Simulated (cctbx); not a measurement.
# Accept or mend?

Cell a = 11.8250 Å, b = 11.8250 Å, c = 11.8250 Å, α = 90.00°, β = 90.00°, γ = 90.00°; space group Fm-3m (no. 225). The compound is LiYbAg2I6.

Simulated single-crystal data (cctbx): Cu Kα, λ = 1.54184 Å, to d = 0.8 Å, 50 % of the full sphere, strongest reflection 5000 counts, noise from counting, a 6 % proportional error and a noise floor of 4 counts (s.d.); no absorption.

An anisotropic refinement with weights 1/σ² prints:

```text
Rint 0.056, 12 unique reflections to 2.09 A
cycle     R1     wR2    GooF  max shift (A)
   1  0.0103  0.0370   1.241   0.00421
   2  0.0058  0.0142   0.478   0.00000
final R1 0.0058 wR2 0.0142 GooF 0.478  parameters 6  data/parameter 2.0
atom        x        y        z      Ueq    occ   su(xyz)  su(Uiso or U11)
Yb1    0.00000  0.00000  0.00000   0.0105  1.000  0.00000  0.0040
I1     0.00000  0.00000  0.75176   0.0108  1.000  0.00009  0.0036
Ag1    0.25000  0.75000  0.75000   0.0136  1.000  0.00000  0.0033
Li1    0.50000  0.00000  0.00000  -0.0397  1.000  0.00000  0.0497  NPD
difference map: max 0.08 min -0.09 rms 0.03
Q1    0.1232  0.1232  0.1232   32    0.08  2.52 A from Yb1
Q2    0.1116  0.1116  0.3884   32    0.06  2.28 A from Li1
Q3    0.2500  0.2500  0.2500    8   -0.03  0.00 A from Ag1
```

**Question.** Can this result stand? If not, what is the likely fault?

Mend it. The fault: data cut at low resolution. Against the right model at the same level, R1 goes from 0.0165 to 0.0058 and GooF from 0.87 to 0.48 and Li1 goes non-positive-definite. The atoms are right, but there are too few data for the parameters: R1 flatters and the s.u.s grow. Data per parameter fall from 19.5 to 2.

The compound is LiYbAg2I6. The right model at the same level gives:

```text
Rint 0.069, 117 unique reflections to 0.80 A
cycle     R1     wR2    GooF  max shift (A)
   1  0.0229  0.0592   1.412   0.00003
   2  0.0165  0.0364   0.867   0.00000
final R1 0.0165 wR2 0.0364 GooF 0.867  parameters 6  data/parameter 19.5
atom        x        y        z      Ueq    occ   su(xyz)  su(Uiso or U11)
Yb1    0.00000  0.00000  0.00000   0.0150  1.000  0.00000  0.0003
I1     0.00000  0.00000  0.75140   0.0120  1.000  0.00004  0.0002
Ag1    0.25000  0.75000  0.75000   0.0153  1.000  0.00000  0.0003
Li1    0.50000  0.00000  0.00000   0.0195  1.000  0.00000  0.0074
difference map: max 0.71 min -0.56 rms 0.16
Q1    0.0711  0.0711  0.4289   32    0.74  1.46 A from Li1
Q2    0.2205  0.2205  0.2795   32    0.64  0.60 A from Ag1
Q3    0.0959  0.1505  0.1505   96    0.58  2.41 A from I1
Q4    0.0744  0.0744  0.0744   32    0.57  1.52 A from Yb1
Q5    0.0000  0.0000  0.2653   24    0.54  0.20 A from I1
Q6    0.0510  0.1964  0.3036   96    0.53  2.49 A from I1
```

The model was made for the exercise: a known structure type with other elements put in, its volume estimated, not relaxed; displacement parameters are assumed.

[Middle refinement cycles are left out of these outputs.]

[Logs are printed without paths, hosts, clocks, repeated set-up lines and the standing remarks that a program may print on its own settings, such as how far it seeks lower states.]
